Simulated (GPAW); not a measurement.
# Ballistic transport through benzene-1,3-dithiol between two Ag chains, cheap and dear

Wanted: the zero-bias transmission of benzene-1,3-dithiol between two Ag chains on a ladder of levels, with run times.

Main program and level: GPAW 26.7.0; GPAW LCAO, PAW setups; Landauer transmission from Green's functions with principal layers (ASE), zero bias.

## Step 1: The starting structure

The cell holds 24 atoms: 12 Ag, 2 S, 4 H and 6 C. Cell: a = 17.657 Å, b = 9.000 Å, c = 37.713 Å, α = 90.0°, β = 90.0°, γ = 90.0°. Regions: left lead, 6 atoms (6 Ag); channel, 12 atoms (2 S, 4 H and 6 C); right lead, 6 atoms (6 Ag). Vacuum lies along a and b. The structure is stacked along c, and the current runs across the ab planes.

## Step 2: Double-zeta polarised basis

Localised orbitals split the wire into layers that couple to their neighbours alone, which is what the Green's function method needs; double zeta with polarisation is the usual level for numbers.

Input file run.py:

```python
import json
import numpy as np
from ase import Atoms
from ase.transport.calculators import TransportCalculator
from gpaw import GPAW, FermiDirac
from gpaw.lcao.tools import get_lcao_hamiltonian
from scipy.linalg import eigh

# The junction with lead layers at both ends, along the third cell vector
device = Atoms(
    ['Ag', 'Ag', 'Ag', 'Ag', 'Ag', 'Ag', 'S', 'H', 'C', 'C', 'H', 'C', 'C', 'H', 'C', 'C', 'H', 'S', 'Ag', 'Ag', 'Ag', 'Ag', 'Ag', 'Ag'],
    positions=[
        [8.82864, 4.50000, 1.33000],
        [8.82864, 4.50000, 3.99000],
        [8.82864, 4.50000, 6.65000],
        [8.82864, 4.50000, 9.31000],
        [8.82864, 4.50000, 11.97000],
        [8.82864, 4.50000, 14.63000],
        [10.35046, 5.72359, 16.09305],
        [13.17777, 5.72319, 16.71290],
        [11.22517, 5.71045, 17.64330],
        [12.62230, 5.71702, 17.64820],
        [9.44159, 5.73194, 18.85636],
        [10.52839, 5.71453, 18.85637],
        [13.32015, 5.71941, 18.85638],
        [14.40729, 5.72680, 18.85639],
        [12.62229, 5.71704, 20.06455],
        [11.22516, 5.71046, 20.06945],
        [13.17775, 5.72321, 20.99986],
        [10.35043, 5.72362, 21.61969],
        [8.82864, 4.50000, 23.08274],
        [8.82864, 4.50000, 25.74274],
        [8.82864, 4.50000, 28.40274],
        [8.82864, 4.50000, 31.06274],
        [8.82864, 4.50000, 33.72274],
        [8.82864, 4.50000, 36.38274]],
    cell=[[17.65729, 0.0, 0.0], [0.0, 9.0, 0.0], [0.0, 0.0, 37.71274]],
    pbc=True)

# One principal layer of the lead: the first 4 atoms of the device
lead = Atoms(
    ['Ag', 'Ag', 'Ag', 'Ag'],
    positions=[
        [8.82864, 4.50000, 1.33000],
        [8.82864, 4.50000, 3.99000],
        [8.82864, 4.50000, 6.65000],
        [8.82864, 4.50000, 9.31000]],
    cell=[[17.65729, 0.0, 0.0], [0.0, 9.0, 0.0], [0.0, 0.0, 10.64]],
    pbc=True)

settings = dict(mode='lcao', basis='dzp', xc='PBE', h=0.2,
                occupations=FermiDirac(0.1), maxiter=250,
                mixer=dict(beta=0.1, nmaxold=8, weight=100.0),
                convergence=dict(density=0.0001))
energies = np.arange(-2, 2 + 1e-9, 0.05)
eta = 0.0001
n1, n2 = 1, 1
# k and -k transmit alike, so half of the mesh across the current serves
mesh = [(i, j) for i in range(n1) for j in range(n2) if (i, j) <= (-i % n1, -j % n2)]
weights = np.array([1 if (i, j) == (-i % n1, -j % n2) else 2 for i, j in mesh]) / (n1 * n2)

# [... helper functions left out ...]
fermi_lead = ground_state(lead, (1, 1, 11), 'lead.txt')
fermi_device = ground_state(device, (1, 1, 2), 'device.txt')
# [... loop over the mesh left out, but for ...]
        # Shift the lead onto the potential of the device's first layer
        shift = ((H[:, 0, 0] - H0[:, 0, 0]) / S0[0, 0]).real.mean()
# [...]
kT = 8.617333e-5 * 500
bias = [0.1, 0.2, 0.5, 1.0, 1.5, 2.0]
# [... integrals and printing left out ...]
```

Command:

```sh
> OMP_NUM_THREADS=1 OPENBLAS_NUM_THREADS=1 python run.py
```

Then come: GPAW, szp: basis = "szp(dzp)"; GPAW, sz: basis = "sz(dzp)"; LDA in the dzp basis: xc = "LDA"; all levels side by side; the levels side by side; temperature 150; another change of settings. Settings of the main run: DZP basis, PBE, grid spacing 0.2 Å, smearing width 0.1 eV, energies (-2, 2, 0.05) eV, broadening 0.0001 eV, 1×1×2 SCF mesh, 11 k-points along the leads, period 10.64 Å, temperature 500 K, bias (0.1, 0.2, 0.5, 1, 1.5, 2) V.

Before running: what should come out for the conductance; and transmission at the Fermi level, mean of the spins?

Current over bias at the lowest bias computed gives the conductance there: 17.8 μS, or 0.230 G₀ with G₀ = 2e²/h = 77.5 μS. In the dzp basis the junction conducts 0.221 G₀ at 500 K, with T = 0.143 a spin at the Fermi level; no smaller basis tried comes within 10 % of that conductance. The conductance differs from T at the Fermi level because it averages T(E) over the thermal window, about 0.15 eV wide, in which T changes.

* conductance: 0.221 G₀
* transmission at the Fermi level, mean of the spins: 0.143
* thermopower: 132 μV/K
* open channels of the lead there: 1

The scatterer reflects about 86 % of the incoming channels at the Fermi level. At the Fermi level one eigenchannel carries the current (0.14). The positive thermopower says that the thermally weighted transmission is larger below the Fermi level, as for hole-like transport. Measured against the first run (dzp), the nearest curve is that of dzp-LDA (r.m.s. 0.074) and the farthest that of sz (0.24). Over the compared runs wall time goes from 100 s (sz) to 155 s (dzp), on a shared host. The geometry was built from estimated bond lengths and not relaxed, so the numbers describe this model structure. Semilocal functionals put molecular levels too near the Fermi level, so such conductances usually come out too high, and chain electrodes have a sharper density of states than real ones. Energies count from the junction cell's Fermi level; in the run with T = 0.143 there, the aligned lead's own level lies at 0.0057 eV, where T interpolates to 0.133; the finite cell leaves the answer open by at least that much. An evenly spaced straight chain is an idealisation: free chains tend to dimerise, zigzag or, where a band edge lies near the Fermi level, turn magnetic. The currents use the zero-bias T(E) throughout, which holds only while the bias is small against the distance to the nearest feature.

[Logs are printed without paths, hosts, clocks, repeated set-up lines and the standing remarks that a program may print on its own settings, such as how far it seeks lower states.]

[Hosts, paths, dates, database ids (printed as entryN), source tags and the programs' standing remarks are cut or masked in the printed files.]
